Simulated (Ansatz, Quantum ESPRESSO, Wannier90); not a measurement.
# Ballistic channels from Wannier functions: straight Pd chain, spacing 2.33 Å, part 4 of 6

Wanted: localised orbitals and the quantum conductance of this wire: straight Pd chain, spacing 2.33 Å.

Quantum ESPRESSO 7.5 and Wannier90 3.1.0; plane-wave DFT, PBE, GBRV ultrasoft pseudopotentials; cross-check by Ansatz 0.2.0 with PAW datasets.

So far. Step 2 (Ground state): The run needed 14 iterations to bring the estimated error under 1e-07 Ry. Step 6 (Localisation, bands and conductance, with dis_win_max − …): The outer window must hold at least num_wann states at every k: widen it, with enough bands computed to fill it.

## 9. Wannier functions and transport

Level of this step: maximally localised Wannier functions and ballistic conductance; plane-wave DFT, PBE, GBRV ultrasoft pseudopotentials (Wannier90).

After disentangling and localising, transport_mode = bulk builds principal layers from hoppings within dist_cutoff and counts open channels.

Contents of wan.win:

```
num_wann = 9
num_bands = 37
num_iter = 200
num_print_cycles = 20
conv_tol = 1e-8
conv_window = 5
guiding_centres = true
dis_num_iter = 1500
dis_conv_tol = 1e-8
dis_win_min = -14.0121
dis_win_max = 16.9879
dis_froz_max = -1.5121
search_shells = 120
fermi_energy = -3.0121

transport = true
transport_mode = bulk
one_dim_axis = z
dist_cutoff = 18.5
dist_cutoff_mode = one_dim
tran_win_min = -4.0
tran_win_max = 2.0
tran_energy_step = 0.02

bands_plot = true
bands_num_points = 96
begin kpoint_path
G 0.0 0.0 0.0 Z 0.0 0.0 0.5
end kpoint_path

begin projections
Pd:s;p;d
end projections

begin unit_cell_cart
ang
  8.0000000000 0.0000000000 0.0000000000
  0.0000000000 8.0000000000 0.0000000000
  0.0000000000 0.0000000000 2.3250000000
end unit_cell_cart

begin atoms_frac
  Pd 0.0000000000 0.0000000000 0.0000000000
end atoms_frac

mp_grid = 1 1 16
begin kpoints
  0.0 0.0 0.0000000000
  0.0 0.0 0.0625000000
  0.0 0.0 0.1250000000
  0.0 0.0 0.1875000000
  0.0 0.0 0.2500000000
  0.0 0.0 0.3125000000
  0.0 0.0 0.3750000000
  0.0 0.0 0.4375000000
  0.0 0.0 0.5000000000
  0.0 0.0 0.5625000000
  0.0 0.0 0.6250000000
  0.0 0.0 0.6875000000
  0.0 0.0 0.7500000000
  0.0 0.0 0.8125000000
  0.0 0.0 0.8750000000
  0.0 0.0 0.9375000000
end kpoints
```

Run with:

```
$ OMP_NUM_THREADS=1 wannier90.x wan > wan.run.log
```

What it wrote:

```text
[banner, memory and clock lines left out]
+---------------------------------------------------+
             |                                                   |
             |                   WANNIER90                       |
             |                                                   |
             +---------------------------------------------------+
             |                                                   |
             |        Welcome to the Maximally-Localized         |
             |        Generalized Wannier Functions code         |
             |                             |
             |                                                   |
             |                                                   |
             |  Wannier90 Developer Group:                       |
             |    Giovanni Pizzi    (EPFL)                       |
             |    Valerio Vitale    (Cambridge)                  |
             |    David Vanderbilt  (Rutgers University)         |
             |    Nicola Marzari    (EPFL)                       |
             |    Ivo Souza         (Universidad del Pais Vasco) |
             |    Arash A. Mostofi  (Imperial College London)    |
             |    Jonathan R. Yates (University of Oxford)       |
             |                                                   |
             |  For the full list of Wannier90 3.x authors,      |
             |  please check the code documentation and the      |
             |  README on the GitHub page of the code            |
             |                                                   |
             |                                                   |
             |                                                   |
             |  [ref] "Wannier90 as a community code:            |
             |        new features and applications",            |
             |        165902 (2020).                             |
             |            |
             |                                                   |
             |  in any publications arising from the use of      |
             |                                                   |
             |  [ref] "Maximally Localized Generalised Wannier   |
             |         Functions for Composite Energy Bands"     |
             |         N. Marzari and D. Vanderbilt              |
             |         Phys. Rev. B 56 12847 (1997)              |
             |                                                   |
             |  [ref] "Maximally Localized Wannier Functions     |
             |         for Entangled Energy Bands"               |
             |         I. Souza, N. Marzari and D. Vanderbilt    |
             |         Phys. Rev. B 65 035109 (2001)             |
             |                                                   |
             |                                                   |
             | Copyright (c) 1996-2020                           |
             |        The Wannier90 Developer Group and          |
             |        individual contributors                    |
             |                                                   |
             |      Release: 3.1.0        5th March    2020      |
             |                                                   |
             | This program is free software; you can            |
             | redistribute it and/or modify it under the terms  |
             | of the GNU General Public License as published by |
             | the Free Software Foundation; either version 2 of |
             | the License, or (at your option) any later version|
             |                                                   |
             | This program is distributed in the hope that it   |
             | will be useful, but WITHOUT ANY WARRANTY; without |
             | even the implied warranty of MERCHANTABILITY or   |
             | FITNESS FOR A PARTICULAR PURPOSE. See the GNU     |
             | General Public License for more details.          |
             |                                                   |
             | You should have received a copy of the GNU General|
             | Public License along with this program; if not,   |
             | write to the Free Software Foundation, Inc.,      |
             | 675 Mass Ave, Cambridge, MA 02139, USA.           |
             |                                                   |
             +---------------------------------------------------+
             +---------------------------------------------------+

 ******************************************************************************
 * -> Using CODATA 2006 constant values                                       *
 *    (                      *
 * -> Using Bohr value from CODATA                                            *
 ******************************************************************************

 Running in serial (with parallel executable)

                                    ------
                                    SYSTEM
                                    ------

                              Lattice Vectors (Ang)
                    a_1     8.000000   0.000000   0.000000
                    a_2     0.000000   8.000000   0.000000
                    a_3     0.000000   0.000000   2.325000

                   Unit Cell Volume:     148.80000  (Ang^3)

                        Reciprocal-Space Vectors (Ang^-1)
                    b_1     0.785398   0.000000   0.000000
                    b_2     0.000000   0.785398   0.000000
                    b_3     0.000000   0.000000   2.702445

 *----------------------------------------------------------------------------*
 |   Site       Fractional Coordinate          Cartesian Coordinate (Ang)     |
 +----------------------------------------------------------------------------+
 | Pd   1   0.00000   0.00000   0.00000   |    0.00000   0.00000   0.00000    |
 *----------------------------------------------------------------------------*
                                ------------
                                K-POINT GRID
                                ------------

             Grid size =  1 x  1 x 16      Total points =   16

 *---------------------------------- MAIN ------------------------------------*
 |  Number of Wannier Functions               :                 9             |
 |  Number of Objective Wannier Functions     :                 9             |
 |  Number of input Bloch states              :                37             |
 |  Output verbosity (1=low, 5=high)          :                 1             |
[...]
Sum of centres and spreads (  0.948515, -1.748023,  1.154589 )    10.70547520

     40    -0.648E-02     0.2138065116       10.7054751986       3.66  <-- CONV
        O_D=      0.0375554 O_OD=      1.2771168 O_TOT=     10.7054752 <-- SPRD
 Delta: O_D=  0.1410251E-02 O_OD= -0.7894216E-02 O_TOT= -0.6483965E-02 <-- DLTA
 Cycle:     60
[...]
Sum of centres and spreads (  0.932446, -1.738288,  1.154464 )    10.66150415

     60    -0.410E-03     0.0538021497       10.6615041544       3.68  <-- CONV
        O_D=      0.0352515 O_OD=      1.2354497 O_TOT=     10.6615042 <-- SPRD
 Delta: O_D=  0.8261934E-04 O_OD= -0.4929879E-03 O_TOT= -0.4103686E-03 <-- DLTA
 Cycle:     80
[...]
Sum of centres and spreads (  0.930085, -1.737495,  1.154506 )    10.65876905

     80    -0.746E-04     0.0278748880       10.6587690477       3.70  <-- CONV
        O_D=      0.0352434 O_OD=      1.2327227 O_TOT=     10.6587690 <-- SPRD
 Delta: O_D= -0.5891019E-04 O_OD= -0.1568842E-04 O_TOT= -0.7459861E-04 <-- DLTA
 Cycle:    100
[...]
Sum of centres and spreads (  0.928870, -1.736642,  1.154504 )    10.65822532

    100    -0.169E-04     0.0112495611       10.6582253238       3.72  <-- CONV
        O_D=      0.0352218 O_OD=      1.2322005 O_TOT=     10.6582253 <-- SPRD
 Delta: O_D=  0.2302221E-04 O_OD= -0.3988589E-04 O_TOT= -0.1686368E-04 <-- DLTA

 Writing checkpoint file wan.chk... done

 Cycle:    120
[...]
Sum of centres and spreads (  0.928132, -1.735932,  1.154497 )    10.65798047

    120    -0.866E-05     0.0080097119       10.6579804680       3.74  <-- CONV
        O_D=      0.0351881 O_OD=      1.2319893 O_TOT=     10.6579805 <-- SPRD
 Delta: O_D=  0.8580335E-05 O_OD= -0.1724383E-04 O_TOT= -0.8663492E-05 <-- DLTA
 Cycle:    140
[...]
Sum of centres and spreads (  0.927891, -1.735430,  1.154500 )    10.65783158

    140    -0.924E-05     0.0086186337       10.6578315776       3.76  <-- CONV
        O_D=      0.0351931 O_OD=      1.2318355 O_TOT=     10.6578316 <-- SPRD
 Delta: O_D= -0.6956356E-05 O_OD= -0.2285433E-05 O_TOT= -0.9241790E-05 <-- DLTA
 Cycle:    160
[...]
Sum of centres and spreads (  0.927760, -1.735164,  1.154500 )    10.65770732

    160    -0.756E-05     0.0077591909       10.6577073211       3.78  <-- CONV
        O_D=      0.0351901 O_OD=      1.2317142 O_TOT=     10.6577073 <-- SPRD
 Delta: O_D=  0.4664906E-05 O_OD= -0.1222955E-04 O_TOT= -0.7564644E-05 <-- DLTA
 Cycle:    180
[...]
Sum of centres and spreads (  0.927664, -1.735036,  1.154499 )    10.65757797

    180    -0.599E-05     0.0064832777       10.6575779691       3.80  <-- CONV
        O_D=      0.0351825 O_OD=      1.2315924 O_TOT=     10.6575780 <-- SPRD
 Delta: O_D=  0.1963441E-05 O_OD= -0.7956697E-05 O_TOT= -0.5993257E-05 <-- DLTA
 Cycle:    200
[...]
Sum of centres and spreads (  0.927743, -1.734927,  1.154500 )    10.65744230

    200    -0.956E-05     0.0087535588       10.6574422997       3.82  <-- CONV
        O_D=      0.0351822 O_OD=      1.2314571 O_TOT=     10.6574423 <-- SPRD
 Delta: O_D= -0.3553003E-05 O_OD= -0.6006019E-05 O_TOT= -0.9559022E-05 <-- DLTA

 Writing checkpoint file wan.chk... done

 Final State
[...]
WF centre and spread    2  (  0.979681, -2.055188,  1.160442 )     1.90025492
  WF centre and spread    3  (  1.102810,  0.089637, -0.003366 )     1.62308234
  WF centre and spread    4  ( -0.398420,  1.018020,  0.001225 )     1.62502268
  WF centre and spread    5  (  0.001344, -0.001596, -0.001230 )     0.83403057
  WF centre and spread    6  ( -0.004521,  0.001145,  0.000771 )     0.69920463
  WF centre and spread    7  ( -0.001296,  0.012331,  0.000139 )     0.69216415
  WF centre and spread    8  ( -0.122633, -0.038469, -0.000087 )     0.82850973
  WF centre and spread    9  (  0.138503, -0.007394, -0.000145 )     0.83483941
  Sum of centres and spreads (  0.927743, -1.734927,  1.154500 )    10.65744230

         Spreads (Ang^2)       Omega I      =     9.390803017
        ================       Omega D      =     0.035182210
                               Omega OD     =     1.231457073
    Final Spread (Ang^2)       Omega Total  =    10.657442300
 Time for wannierise            0.203 (sec)

 Writing checkpoint file wan.chk... done

 *---------------------------------------------------------------------------*
 |                               PLOTTING                                    |
 *---------------------------------------------------------------------------*

 Translated centres
    translation centre in fractional coordinate:  0.000000  0.000000  0.000000
  WF centre     1  ( -0.767723, -0.753412, -0.003249 )
  WF centre     2  (  0.979681, -2.055188,  1.160442 )
  WF centre     3  (  1.102810,  0.089637, -0.003366 )
  WF centre     4  ( -0.398420,  1.018020,  0.001225 )
  WF centre     5  (  0.001344, -0.001596, -0.001230 )
  WF centre     6  ( -0.004521,  0.001145,  0.000771 )
  WF centre     7  ( -0.001296,  0.012331,  0.000139 )
  WF centre     8  ( -0.122633, -0.038469, -0.000087 )
  WF centre     9  (  0.138503, -0.007394, -0.000145 )

 Calculating interpolated band-structure

 Time to calculate interpolated band structure       0.009 (sec)

 Time for plotting              0.013 (sec)

 *---------------------------------------------------------------------------*
 |                              TRANSPORT                                    |
 *---------------------------------------------------------------------------*

 Calculation of Quantum Conductance and DoS: bulk mode

 Maximum imaginary part of the real-space Hamiltonian:     0.061810

     Maximum real part of the real-space Hamiltonian at each lattice point
            Lattice point R           Max |H_ij(R)|
                  -9                     0.000000
                  -8                     0.002383
                  -7                     0.004295
                  -6                     0.007236
                  -5                     0.012870
                  -4                     0.029132
                  -3                     0.139356
                  -2                     0.412350
                  -1                     1.864193
                   0                     6.034632
                   1                     1.864193
                   2                     0.412350
                   3                     0.139356
                   4                     0.029132
                   5                     0.012870
                   6                     0.007236
                   7                     0.004295
                   8                     0.002383
                   9                     0.000000

 Number of unit cells inside the principal layer:     8
 Number of Wannier Functions inside the principal layer:    72

 Calculating quantum conductance and density of states... done

 Time for transport             4.639 (sec)
 Total Execution Time           8.587 (sec)

 *===========================================================================*
 |                             TIMING INFORMATION                            |
 *===========================================================================*
 |    Tag                                                Ncalls      Time (s)|
 |---------------------------------------------------------------------------|
 |kmesh: get                                        :         1         0.017|
 |overlap: allocate                                 :         1         0.000|
 |overlap: read                                     :         1         0.088|
 |dis: main                                         :         1         3.621|
 |wann: main                                        :         1         0.203|
 |plot: main                                        :         1         0.013|
 |tran: main                                        :         1         4.639|
 *---------------------------------------------------------------------------*

 All done: wannier90 exiting
[key lines of the parts left out:]
|  Fermi energy (eV)                         :            -3.012             |
```

Wall time 9.2 s (1 MPI rank of Intel Xeon Platinum 8559C (Emerald Rapids), shared host); peak memory 0.09 GiB.

This step gave:

| Property | Result |
| --- | --- |
| lead channels at the Fermi level, one spin | 4.000 |
| total spread | 10.66 Å² |
| gauge-invariant spread | 9.391 Å² |
| largest misfit to plane-wave levels between mesh points, inside the frozen window | 0.1835 eV |

Per spin. Quantum conductance of the perfect wire, open channels against energy, zero at the Fermi level:

```csv
energy (eV),"quantum conductance of the perfect wire, open channels"
-4.000,1
-3.800,1
-3.600,3.00
-3.400,3
-3.200,3
-3.000,3
-2.800,3
-2.600,3
-2.400,3
-2.200,3
-2.000,3
-1.800,3
-1.600,5
-1.400,5.00
-1.200,5
-1.020,5
-0.800,6.00
-0.600,4
-0.400,4
-0.200,4
0.000,4
0.200,4
0.400,1
0.600,1
0.800,1
1.000,1
1.200,1
1.400,1
1.600,1
1.800,1
2.000,1
```

Wannier functions:

```csv
no.,x (Å),y (Å),z (Å),spread (Å²)
1,-0.7677,-0.7534,-0.003249,1.62
2,0.9797,-2.055,1.16,1.9
3,1.103,0.08964,-0.003366,1.623
4,-0.3984,1.018,0.001225,1.625
5,0.001344,-0.001596,-0.00123,0.834
6,-0.004521,0.001145,7.71e-4,0.6992
7,-0.001296,0.01233,1.39e-4,0.6922
8,-0.1226,-0.03847,-8.70e-5,0.8285
9,0.1385,-0.007394,-1.45e-4,0.8348
```

Electronic bands along the path, in eV, zero at the Fermi level; # counts the bands kept:

```csv
point,#2,#3,#4,#5,#6,#7,#8,#9
Γ,-1.66,-1.66,-0.84,0.25,0.25,3.98,4.45,9.52
halfway,-2.14,-2.14,-1.23,-1.23,0.66,6.74,7.39,11.57
Z,-3.69,-0.77,-0.76,0.25,9.77,10.78,11.08,11.16
```

The electronic bands as a text plot (rows in eV, shown from -5.4 to 8.0 only):

```
    7.7 |                            *** ***             *
    7.2 |                         *** ***              **
    6.6 |                     ********                *
    6.0 |                 ********                   *
    5.5 |            *********                     **
    4.9 |      ***********                        *
    4.4 |************                            *
    3.8 |*****                                  *
    3.3 |                                     **
    2.7 |                                   **
    2.1 |                                  *
    1.6 |                                **
    1.0 |                             ***
    0.5 |***                     *****                       ****
   -0.1 |   ********     ********                   *********
   -0.6 |*****************                     ******************
   -1.2 |                 ************************
   -1.8 |*****************     *****   ****
   -2.3 |                           ******
   -2.9 |                        ***      *******
   -3.4 |                    ****                ****************
   -4.0 |                ****
   -4.5 |           *****
   -5.1 |***********
         Γ                                                      Z
```

Bands and channels are those of the Wannier model: bands that were not projected, and all outside the frozen window, are missing or only approximate.

Disentanglement stopped at its cap on iterations, so these spreads are not final.

At least 1 of the functions sits far from every atom, off the bonds: the outer window has let in states of the vacuum, so the basis is not the atomic one that was projected.

## 10. Neighbour list from wannier90 -pp, with dist_cutoff = 5.12

A sensitivity test on the input.

wan_w.win is the input of step 9 with these lines changed:

```diff
@@ -18,3 +18,3 @@
 one_dim_axis = z
-dist_cutoff = 18.5
+dist_cutoff = 5.12
 dist_cutoff_mode = one_dim
```

Run with:

```
$ OMP_NUM_THREADS=1 wannier90.x -pp wan_w > wan_w.pp.log
```

The job ended after 0.59 s (1 MPI rank; peak memory 0.09 GiB).

## 11. Overlaps and projections

The same post-processing, on the changed run.

Contents of wan_w.p2w.in:

```
&inputpp
  prefix = 'nscf'
  outdir = './out'
  seedname = 'wan_w'
  write_mmn = .true.
  write_amn = .true.
  write_unk = .false.
/
```

Run with:

```
$ OMP_NUM_THREADS=1 mpirun -n 4 pw2wannier90.x -in wan_w.p2w.in > wan_w.p2w.out
```

The job ended after 2.9 s (4 MPI ranks; peak memory 0.21 GiB; 11 s of CPU time).

(Part 4 of 6 ends here.)

[Logs are printed without paths, hosts, clocks, repeated set-up lines and the standing remarks that a program may print on its own settings, such as how far it seeks lower states.]

[Hosts, paths, dates, database ids (printed as entryN), source tags and the programs' standing remarks are cut or masked in the printed files.]

[Maps of the electrostatic potential energy from Ansatz leave out the sawtooth potential of an applied field or a dipole correction, so their vacuum need not be flat; planar profiles and work functions include it.]
